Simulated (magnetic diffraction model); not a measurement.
# Which magnetic order? K₂FeAgF₅

Space group P4/mbm (no. 127), a = 7.1110 Å, c = 6.1090 Å.

| site | atom | x | y | z |
| --- | --- | --- | --- | --- |
| 2a | Ag | 1/2 | 1/2 | 0 |
| 2d | Fe | 0 | 1/2 | 0 |
| 4h | K | 0.8188 | 0.6812 | 1/2 |
| 2b | F | 1/2 | 1/2 | 1/2 |
| 8k | F | 0.8643 | 0.3643 | 0.2139 |

This is a made-up structure (elements placed in a structure type, unrelaxed), so the numbers test the method and describe no known phase.

Only Fe is taken to order (form factors of Fe2+); orders and moment sizes are assumed, and not adapted to the symmetry. Radiation: neutrons of λ = 2.567 Å, 3° to 80°; isotropic B of 0.24 Å² (Ag), 0.35 Å² (Fe), 0.33 Å² (K) and 0.51 Å² (F). The intensities are simulated: I ∝ L Σ (|F_N|² + |F_M⊥|²) for unpolarised neutrons, with F_M = 2.695 fm/μB × Σ f(s) S exp(2πi Q·r) exp(−B s²) at Q = H ± k (one set where k and −k are equivalent), only the part normal to Q counting and L = 1/(sin²θ cos θ). For collinear order S is the moment m, which repeats by lattice and centring translations R with the sign exp(−2πi k·R). Form factors are spin-only for 3d ions and dipole or tabulated for f ions, scattering lengths are Sears's of 1992, and absorption is left out. A label names one of the reflections at its angle. The strongest nuclear line in the range is 100, and lines under 0.2 are left out.

Above the ordering temperature:

| 2θ (°) | index | I |
| --- | --- | --- |
| 24.26 | (0 0 1) | 11.4 |
| 29.58 | (1 1 0) | 22.3 |
| 38.61 | (1 1 1) | 34.3 |
| 42.32 | (2 0 0) | 25.1 |
| 47.61 | (2 1 0) | 32.1 |
| 49.38 | (2 0 1) | 41.9 |
| 49.69 | (0 0 2) | 3.6 |
| 54.13 | (2 1 1) | 29.4 |
| 58.90 | (1 1 2) | 15.0 |
| 61.40 | (2 2 0) | 46.1 |
| 67.02 | (2 2 1) | 6.2 |
| 67.28 | (2 0 2) | 48.1 |
| 69.61 | (3 1 0) | 38.6 |
| 71.27 | (2 1 2) | 100.0 |
| 74.92 | (3 1 1) | 20.0 |
| 78.14 | (0 0 3) | 3.7 |

Below it (cell unchanged):

```tsv
2θ (°)	I
15.92	15.7
24.26	11.4
26.30	17.1
29.58	22.3
33.77	2.6
38.27	2.5
38.61	34.3
39.99	4.7
42.32	25.1
43.95	4.1
45.49	5.3
47.61	32.1
49.10	1.2
49.38	41.9
49.69	3.6
53.87	2.1
54.13	29.4
55.20	3.4
58.37	2.3
58.90	15.0
59.63	1.4
61.40	46.1
64.41	0.6
66.79	1.9
67.02	6.2
67.28	48.1
67.96	1.8
68.48	1.1
69.61	38.6
70.79	0.9
71.27	100.0
71.94	1.0
72.44	0.4
74.92	20.0
75.82	1.2
76.32	0.8
```
(The table stops after 36 lines; 3 more lie at higher angle.)

**Question.** Check that the new lines index with k = (1/2 0 1/2), then choose among these models:
A. collinear moments along [101], 3.11 μB on Fe; signs + at (0, 1/2, 0), − at (1/2, 0, 0)
B. collinear moments along [111], 3.11 μB on Fe; signs + at (0, 1/2, 0), + at (1/2, 0, 0)
C. collinear moments along [101], 3.11 μB on Fe; signs + at (0, 1/2, 0), + at (1/2, 0, 0)
D. collinear moments along [111], 3.11 μB on Fe; signs + at (0, 1/2, 0), − at (1/2, 0, 0)

The new lines index as (1/2 0 1/2) at 15.92°, (1/2 1 1/2) at 26.30°, (3/2 0 1/2) at 33.77° and (1/2 0 3/2) at 38.27°, that is as H ± k with k = (1/2 0 1/2), one of 2 inequivalent arms of its star (k and −k counted as one), which a powder can't tell apart. Half indices mean that the moments reverse under translations with k·R a half-integer, and the magnetic cell has twice the primitive volume.

Magnetic intensity, observed (below minus above) and for each model:

| 2θ (°) | index | observed | A | B | C | D |
| --- | --- | --- | --- | --- | --- | --- |
| 15.92 | (1/2 0 1/2) | 15.7 | 15.7 | 21.2 | 15.7 | 21.2 |
| 26.30 | (1/2 1 1/2) | 17.1 | 17.1 | 13.7 | 17.1 | 13.7 |
| 33.77 | (3/2 0 1/2) | 2.6 | 2.6 | 3.8 | 2.6 | 3.8 |
| 38.27 | (1/2 0 3/2) | 2.5 | 2.5 | 3.2 | 2.5 | 3.2 |
| 45.49 | (1/2 2 1/2) | 5.3 | 5.3 | 3.6 | 5.3 | 3.6 |
| 49.10 | (3/2 0 3/2) | 1.2 | 1.2 | 1.6 | 1.2 | 1.6 |
| 59.63 | (5/2 1 1/2) | 1.4 | 1.4 | 1.8 | 1.4 | 1.8 |
| 67.96 | (1/2 3 1/2) | 1.8 | 1.8 | 1.2 | 1.8 | 1.2 |

Models A and C match alike on every line, so these data can't choose among them (such ties are often domains of one structure).

The structure used: k = (1/2 0 1/2), collinear moments along [101], 3.11 μB on Fe; signs + at (0, 1/2, 0), + at (1/2, 0, 0).

[Logs are printed without paths, hosts, clocks, repeated set-up lines and the standing remarks that a program may print on its own settings, such as how far it seeks lower states.]
